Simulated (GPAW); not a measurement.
**Nb2NOS MXene monolayer: simulated STM images**

Wanted: filled- and empty-state images of Nb2NOS MXene monolayer, with its work function.

Method: GPAW, PAW setups; layer in a repeated cell with vacuum, relaxation of atoms and in-plane cell, in the first sound run; inputs show where later runs differ, in GPAW 26.7.0.

### Step 1. Set-up

The cell holds 5 atoms: 1 S, 2 Nb, 1 N and 1 O. Cell: a = 3.079 Å, b = 3.079 Å, c = 23.409 Å, α = 90.0°, β = 90.0°, γ = 120.0°. Vacuum lies along c.

### Step 2. Relaxing the atoms

Forces are removed first; all later runs use this geometry.

The input, run.py:

```python
import json
import numpy as np
from ase import Atoms
from ase.filters import FrechetCellFilter
from ase.optimize import BFGS
from gpaw import GPAW, PW

slab = Atoms(
    ['S', 'Nb', 'N', 'Nb', 'O'],
    positions=[
        [-0.00000, 1.77771, 9.00000],
        [1.53954, 0.88885, 10.79456],
        [0.00000, 0.00000, 12.00948],
        [-0.00000, 1.77771, 13.22440],
        [1.53954, 0.88885, 14.40857]],
    cell=[[3.07908, 0.0, 0.0], [-1.53954, 2.66656, 0.0], [0.0, 0.0, 23.4086]],
    pbc=[True, True, True])

slab.calc = GPAW(mode=PW(600), xc='PBE', kpts={'size': (12, 12, 1), 'gamma': True},
                 occupations={'name': 'fermi-dirac', 'width': 0.05}, nbands='160%',
                 convergence={'density': 1e-05}, maxiter=200,
                 symmetry={'tolerance': 1e-3}, txt='slab.txt')
result = {}
# The in-plane cell is free; stress needs a cell that repeats along all three vectors
path = []
opt = BFGS(FrechetCellFilter(slab, mask=[1, 1, 0, 0, 0, 1]), maxstep=0.2)
opt.attach(lambda: path.append((slab.get_potential_energy(), slab.positions.tolist(), slab.get_forces().tolist())))
result['relaxed'] = bool(opt.run(fmax=0.02, steps=45))
result['path'] = path
result['cell'] = slab.cell.tolist()
print('in-plane lattice', slab.cell.cellpar().round(4)[[0, 1, 5]])
energy = slab.get_potential_energy()
fermi = slab.calc.get_fermi_level()
v = slab.calc.get_electrostatic_potential().mean((0, 1)) - fermi
n = slab.calc.get_pseudo_density().mean((0, 1))
L = slab.cell[2, 2]
z = np.arange(len(v)) * L / len(v)
low, high = slab.positions[:, 2].min(), slab.positions[:, 2].max()
below, above = np.interp([low - 6.8, high + 6.8], z, v)
slopes = [np.interp(x, z, np.gradient(v, z)) for x in (low - 6.8, high + 6.8)]
eps = np.array([[slab.calc.get_eigenvalues(k, s) for k in range(len(slab.calc.get_ibz_k_points()))]
                for s in range(slab.calc.get_number_of_spins())]) - fermi
top, bottom = eps[eps < 0].max(), eps[eps > 0].min()
dipole = slab.get_dipole_moment()[2]
print(f'energy {energy:.4f} eV, Fermi level {fermi:.4f} eV, dipole {dipole:.5f} e A')
print(f'potential 6.8 A off the faces, from the Fermi level: lower {below:.4f} eV, upper {above:.4f} eV')
print(f'slope of the potential there: lower {slopes[0]:.5f}, upper {slopes[1]:.5f} eV/A')
print(f'nearest levels on the mesh: {top:.4f} and {bottom:.4f} eV')
print('magnetic moment', round(slab.get_magnetic_moment(), 3))
result.update(energy=energy, fermi=fermi, dipole=dipole, below=below, above=above, slopes=slopes, edges=[top, bottom],
              z=z.tolist(), v=v.tolist(), n=n.tolist(), positions=slab.positions.tolist(),
              forces=slab.get_forces(apply_constraint=False).tolist(), moments=slab.get_magnetic_moments().tolist())
json.dump(result, open('result.json', 'w'))
```

The run is started by

```console
$ OMP_NUM_THREADS=1 OPENBLAS_NUM_THREADS=1 python run.py
```

Log:

```text
Step          Energy          fmax
BFGS:    0      -45.062939        1.596779
BFGS:    1      -45.168480        1.071481
BFGS:    2      -45.267834        0.735562
BFGS:    3      -45.311344        0.833545
BFGS:    4      -45.425806        0.873642
BFGS:    5      -45.452505        0.549883
BFGS:    6      -45.472804        0.409162
BFGS:    7      -45.480944        0.304430
BFGS:    8      -45.488806        0.160787
BFGS:    9      -45.489779        0.057807
BFGS:   10      -45.489452        0.032462
BFGS:   11      -45.489252        0.016765
in-plane lattice [  3.1747   3.1747 120.    ]
energy -45.4842 eV, Fermi level -0.2826 eV, dipole -0.00216 e A
potential 6.8 A off the faces, from the Fermi level: lower 5.3838 eV, upper 5.3923 eV
slope of the potential there: lower -0.00210, upper -0.00146 eV/A
nearest levels on the mesh: -0.0437 and 0.1059 eV
magnetic moment 0.0
```

It took 10 min on 1 thread of Intel Xeon 6975P-C (Granite Rapids), shared host; peak memory 0.57 GiB.

This step gave:

```
dipole along the normal                    : -0.002158 e·Å
levels nearest the Fermi level on the mesh : -0.04369, 0.1059 eV from the Fermi level
```

The electrostatic potential energy of an electron (without an applied field's), less the Fermi level, planar mean oscillates, so the rows of the table below give means over windows of 1 Å about each position, cut where the curve ends. Its maxima inside the range that stand out by 2 % of the span (Å: eV): 9.9: -5.48, 11.6: -8.61, 12.4: -10.9, 14.0: -11.4. Its minima: 9.2: -18.9, 10.8: -23.5, 12.1: -14.6, 13.2: -24.1, 14.1: -12.3.

The electrostatic potential energy of an electron (without an applied field's), less the Fermi level, planar mean by z; means over each step:

z (Å), electrostatic potential energy of an electron (without an applied field's), less the Fermi level, planar mean (eV) and a bar from the least value:
```
        0        5.4 ##############################
        1        5.4 ##############################
        2        5.4 ##############################
        3        5.4 ##############################
        4        5.4 ##############################
        5        5.4 ##############################
        6        5.4 ##############################
        7        5.3 ##############################
        8        3.5 ############################
        9      -12.1 #########
       10       -9.2 ############
       11      -18.5 #
       12      -11.5 #########
       13      -19.3 
       14      -11.9 #########
       15        2.8 ###########################
       16        5.3 ##############################
       17        5.4 ##############################
       18        5.4 ##############################
       19        5.4 ##############################
       20        5.4 ##############################
       21        5.4 ##############################
       22        5.4 ##############################
       23        5.4 ##############################
```

The pseudo valence density, planar mean oscillates, so the rows of the table below give means over windows of 1 Å about each position, cut where the curve ends. Its maxima inside the range that stand out by 2 % of the span (Å: e/Å³): 9.5: 0.502, 10.8: 1.36, 12.1: 0.755, 13.2: 1.40, 14.2: 0.905. Its minima: 9.9: 0.453, 11.4: 0.613, 12.5: 0.698, 13.9: 0.797.

The pseudo valence density, planar mean by z; means over each step:

```
z (Å)  pseudo valence density, planar mean (e/Å³)
    5                                      9.3e-6
    6                                      2.0e-4
    7                                     0.00461
    8                                      0.0990
    9                                       0.405
   10                                       0.559
   11                                        1.03
   12                                       0.704
   13                                        1.08
   14                                       0.840
   15                                       0.199
   16                                     0.00521
   17                                      1.5e-4
   18                                      5.5e-6
```

The relaxation lowered the energy of the cell by 0.427 eV (energies extrapolated to zero smearing; the optimiser's log prints free energies). The largest force left on a free atom is 0.017 eV/Å.

### Step 3. The slab's potential

The work function is the vacuum plateau of the electrostatic potential less the Fermi level; a dipole layer lets the two faces have plateaus of their own.

This step: GPAW, PAW setups; slab in vacuum (GPAW 26.7.0).

The cell differs from the one that the last finished run ended in (c 23.409 → 23.067 Å).

The input, run.py:

```python
import json
import numpy as np
from ase import Atoms
from ase.dft.stm import STM
from gpaw import GPAW, PW

slab = Atoms(
    ['S', 'Nb', 'N', 'Nb', 'O'],
    positions=[
        [-0.00000, 1.83293, 9.00000],
        [1.58736, 0.91646, 10.64867],
        [0.00000, -0.00000, 11.89708],
        [-0.00000, 1.83293, 13.02630],
        [1.58736, 0.91646, 14.06735]],
    cell=[[3.17472, -0.0, 0.0], [-1.58736, 2.74939, 0.0], [0.0, 0.0, 23.0674]],
    pbc=[True, True, False])

slab.calc = GPAW(mode=PW(500), xc='PBE', kpts={'size': (12, 12, 1), 'gamma': True},
                 occupations={'name': 'fermi-dirac', 'width': 0.05}, nbands='160%',
                 convergence={'density': 1e-05}, maxiter=200,
                 poissonsolver={'dipolelayer': 'xy'},
                 symmetry={'tolerance': 1e-3}, txt='slab.txt')
result = {}
energy = slab.get_potential_energy()
fermi = slab.calc.get_fermi_level()
v = slab.calc.get_electrostatic_potential().mean((0, 1)) - fermi
n = slab.calc.get_pseudo_density().mean((0, 1))
L = slab.cell[2, 2]
z = np.arange(len(v)) * L / len(v)
low, high = slab.positions[:, 2].min(), slab.positions[:, 2].max()
below, above = np.interp([low - 6.8, high + 6.8], z, v)
slopes = [np.interp(x, z, np.gradient(v, z)) for x in (low - 6.8, high + 6.8)]
eps = np.array([[slab.calc.get_eigenvalues(k, s) for k in range(len(slab.calc.get_ibz_k_points()))]
                for s in range(slab.calc.get_number_of_spins())]) - fermi
top, bottom = eps[eps < 0].max(), eps[eps > 0].min()
dipole = slab.get_dipole_moment()[2]
print(f'energy {energy:.4f} eV, Fermi level {fermi:.4f} eV, dipole {dipole:.5f} e A')
print(f'potential 6.8 A off the faces, from the Fermi level: lower {below:.4f} eV, upper {above:.4f} eV')
print(f'slope of the potential there: lower {slopes[0]:.5f}, upper {slopes[1]:.5f} eV/A')
print(f'nearest levels on the mesh: {top:.4f} and {bottom:.4f} eV')
print('magnetic moment', round(slab.get_magnetic_moment(), 3))
result.update(energy=energy, fermi=fermi, dipole=dipole, below=below, above=above, slopes=slopes, edges=[top, bottom],
              z=z.tolist(), v=v.tolist(), n=n.tolist(), positions=slab.positions.tolist(),
              forces=slab.get_forces(apply_constraint=False).tolist(), moments=slab.get_magnetic_moments().tolist())

# Images need the states of the whole zone, up to time reversal
slab.calc = slab.calc.fixed_density(symmetry={'point_group': False}, txt='states.txt', nbands='220%',
                                    convergence={'bands': 'CBM+0.8'})
stm = STM(slab)
result['stm'] = []
for bias in [-0.5, 0.5]:
    height = high + 3.5
    current = stm.get_averaged_current(bias, height)
    x, y, h = stm.scan(bias, current)
    i, f = divmod(height / L * stm.ldos.shape[2], 1)
    I = abs((1 - f) * stm.ldos[:, :, int(i)] + f * stm.ldos[:, :, int(i) + 1])
    print(f'bias {bias} V: mean current at 3.5 A {current:.4e}, corrugation {np.ptp(h):.4f} A')
    result['stm'].append(dict(bias=bias, current=current, h=(h - high).tolist(), I=I.tolist()))
json.dump(result, open('result.json', 'w'))
```

Log:

```text
energy -44.7047 eV, Fermi level -0.2043 eV, dipole -0.00145 e A
potential 6.8 A off the faces, from the Fermi level: lower 5.3767 eV, upper 5.4008 eV
slope of the potential there: lower -0.00062, upper 0.00027 eV/A
nearest levels on the mesh: -0.0440 and 0.1074 eV
magnetic moment 0.0
bias -0.5 V: mean current at 3.5 A 5.2615e-07, corrugation 0.2596 A
bias 0.5 V: mean current at 3.5 A 6.6126e-07, corrugation 0.2685 A
```

Wall time 3.2 min (1 thread); peak memory 0.73 GiB.

This step gave:

```yaml
dipole_along_the_normal: -0.001450 e·Å
levels_nearest_the_fermi_level_on_the_mesh: -0.04402, 0.1074 eV from the Fermi level
upper_work_function: 5.401 eV
lower_work_function: 5.377 eV
corrugation_minus_0p5: 0.2596 Å
corrugation_0p5: 0.2685 Å
```

The electrostatic potential energy of an electron (without an applied field's), less the Fermi level, planar mean oscillates, so the rows of the table below give means over windows of 0.5 Å about each position, cut where the curve ends. Its maxima inside the range that stand out by 2 % of the span (Å: eV): 9.71: -5.48, 11.44: -8.66, 12.30: -11.0, 13.74: -11.4. Its minima: 9.03: -18.9, 10.67: -23.5, 11.92: -14.7, 13.07: -24.0, 13.94: -12.2.

Electrostatic potential energy of an electron (without an applied field's), less the Fermi level, planar mean against z; means over each step:

z (Å), electrostatic potential energy of an electron (without an applied field's), less the Fermi level, planar mean (eV) and a bar from the least value:
```
      0.0        5.4 ##############################
      0.5        5.4 ##############################
      1.0        5.4 ##############################
      1.5        5.4 ##############################
      2.0        5.4 ##############################
      2.5        5.4 ##############################
      3.0        5.4 ##############################
      3.5        5.4 ##############################
      4.0        5.4 ##############################
      4.5        5.4 ##############################
      5.0        5.4 ##############################
      5.5        5.4 ##############################
      6.0        5.4 ##############################
      6.5        5.4 ##############################
      7.0        5.3 ##############################
      7.5        4.9 #############################
      8.0        3.0 ###########################
      8.5       -5.1 ###################
      9.0      -16.8 ######
      9.5       -8.3 ###############
     10.0       -9.4 ##############
     10.5      -21.0 ##
     11.0      -17.1 ######
     11.5       -9.9 ##############
     12.0      -13.1 ##########
     12.5      -14.3 #########
     13.0      -22.7 
     13.5      -15.3 ########
     14.0      -11.0 ############
     14.5       -0.9 #######################
     15.0        4.4 #############################
     15.5        5.2 ##############################
     16.0        5.4 ##############################
     16.5        5.4 ##############################
     17.0        5.4 ##############################
     17.5        5.4 ##############################
     18.0        5.4 ##############################
     18.5        5.4 ##############################
     19.0        5.4 ##############################
     19.5        5.4 ##############################
     20.0        5.4 ##############################
     20.5        5.4 ##############################
     21.0        5.4 ##############################
     21.5        5.4 ##############################
     22.0        5.4 ##############################
     22.5        5.4 ##############################
```

The pseudo valence density, planar mean oscillates, so the rows of the table below give means over windows of 1 Å about each position, cut where the curve ends. Its maxima inside the range that stand out by 2 % of the span (Å: e/Å³): 9.4: 0.499, 10.6: 1.35, 11.9: 0.749, 13.1: 1.39, 14.0: 0.907. Its minima: 9.8: 0.451, 11.3: 0.601, 12.3: 0.703, 13.6: 0.785.

The pseudo valence density, planar mean by z; means over each step:

z (Å), pseudo valence density, planar mean (e/Å³) and a bar:
```
        5       0.00 
        6       0.00 
        7       0.01 
        8       0.15 ####
        9       0.43 ############
       10       0.66 ##################
       11       0.95 ##########################
       12       0.72 ###################
       13       1.11 ##############################
       14       0.77 #####################
       15       0.12 ###
       16       0.00 
       17       0.00
```

Tip height over the top atom over a1 and a2. Sample bias -0.5 V, constant current at the mean current 3.5 Å over the top atom.

Ten even steps from '0' (3.41 Å) to '9' (3.67 Å):
```
002221136631122200
122233233323322211
322343222234322333
323442111244323444
213321001233125555
012210001221035653
233210012332245542
763211123675345435
863222236885344358
732343237854565458
213443125545995455
013331023359995332
222222344469964443
322235555455545555
322345654344345654
101345543555345543
001345325885235431
001332027872023310
```
Columns: a1 from 0 to 0.944; rows upwards: a2 from 0 to 0.944.

Local density of states summed over the bias window over a1 and a2. Sample bias -0.5 V, constant height 3.5 Å over the top atom.

Ten even steps from '0' (3.86 × 1e-7 arbitrary) to '9' (6.69 × 1e-7 arbitrary):
```
013333347743333310
233344445444433322
433455333355433444
534553222355435565
434532112354345665
334321112343356765
444321123444457754
775322235776567656
974333347986555568
744555447875666578
434554346656886566
334443345568986554
433334556568865655
533355677566657765
433456776555567765
212466655676556664
002455546886455542
002454347974345420
```
Columns: a1 from 0 to 0.944; rows upwards: a2 from 0 to 0.944.

Tip height over the top atom over a1 and a2. Sample bias 0.5 V, constant current at the mean current 3.5 Å over the top atom.

Values in Å, 12 rows by 16 columns, each cell a mean:
```
3.42 3.45 3.48 3.47 3.45 3.47 3.52 3.55 3.55 3.51 3.46 3.45 3.47 3.47 3.45 3.42
3.46 3.48 3.50 3.50 3.50 3.50 3.48 3.48 3.50 3.51 3.50 3.50 3.49 3.47 3.46 3.46
3.43 3.45 3.50 3.51 3.51 3.49 3.47 3.48 3.51 3.51 3.49 3.45 3.45 3.49 3.51 3.49
3.42 3.46 3.50 3.50 3.49 3.50 3.49 3.48 3.50 3.50 3.45 3.44 3.50 3.55 3.55 3.49
3.53 3.54 3.50 3.46 3.48 3.49 3.46 3.48 3.54 3.54 3.51 3.51 3.53 3.53 3.53 3.51
3.60 3.56 3.51 3.49 3.50 3.50 3.50 3.55 3.59 3.57 3.53 3.52 3.51 3.51 3.53 3.56
3.55 3.51 3.51 3.51 3.51 3.50 3.52 3.56 3.56 3.53 3.53 3.57 3.55 3.51 3.53 3.57
3.44 3.45 3.49 3.50 3.47 3.44 3.48 3.53 3.52 3.54 3.62 3.65 3.57 3.52 3.53 3.51
3.43 3.46 3.49 3.47 3.44 3.48 3.53 3.52 3.51 3.55 3.60 3.57 3.52 3.52 3.53 3.49
3.46 3.47 3.47 3.47 3.50 3.55 3.54 3.52 3.51 3.51 3.52 3.52 3.53 3.55 3.55 3.49
3.43 3.43 3.45 3.48 3.51 3.53 3.52 3.53 3.55 3.55 3.53 3.51 3.52 3.52 3.50 3.46
3.40 3.42 3.45 3.46 3.45 3.44 3.48 3.56 3.60 3.56 3.49 3.44 3.45 3.46 3.45 3.42
```
Columns: a1 from 0 to 0.944; rows upwards: a2 from 0 to 0.944.

Local density of states summed over the bias window over a1 and a2. Sample bias 0.5 V, constant height 3.5 Å over the top atom.

Ten even steps from '0' (4.90 × 1e-7 arbitrary) to '9' (8.30 × 1e-7 arbitrary):
```
023332367763233320
234444555554444322
334555433455543333
334565323565433454
224554444554224664
335434543453346764
465324423564466664
775334335776665666
975455457976555567
765565567765565567
434554346655885566
324542346558985564
234432466568865664
334334665555555664
333346766555566764
222356666666666653
002344446776444432
002332347974323320
```
Columns: a1 from 0 to 0.944; rows upwards: a2 from 0 to 0.944.

The potential is flat to 6.2e-4 eV/Å where it is read, so the vacuum is wide enough.

### Step 4. What came out

```yaml
work_function_upper_and_lower_face: 5.401 and 5.377 eV
dipole_along_the_normal: -0.00145 e Å
corrugation_at_minus_0p5_v: 0.260 Å as printed, 0.12 Å or less without short-wave noise
corrugation_at_0p5_v: 0.268 Å as printed, 0.13 Å or less without short-wave noise
```

**Reading.** At -0.5 V and 0.5 V GPAW's map carries short-wave noise, which can't be real at this height: without waves under 1.5 Å it spans 0.12 Å against 0.26 Å printed and 0.13 Å against 0.27 Å printed. The reading below uses the filtered value, which may still be too high. The tip height varies by 0.12 to 0.13 Å over the cell, much the same at every bias tried. Negative sample bias images filled states, positive bias empty ones. The images are of Tersoff-Hamann type: an s-wave tip, no tip-sample forces, heights closer than in a microscope. The starting lattice was a guess from atomic radii; the relaxation moved it by 3 %. The small printed dipole stands for a step of 30 meV from the lower to the upper face, and the probes find 24 meV; values this small are near the numerical noise of both. The cell holds an odd number of electrons, so without spin polarisation it must come out metallic and without a moment, whatever its true state. The layer's cell and atoms come from the relaxation; spin-orbit coupling and temperature are left out.

[Logs are printed without paths, hosts, clocks, repeated set-up lines and the standing remarks that a program may print on its own settings, such as how far it seeks lower states.]

[Hosts, paths, dates, database ids (printed as entryN), source tags and the programs' standing remarks are cut or masked in the printed files.]
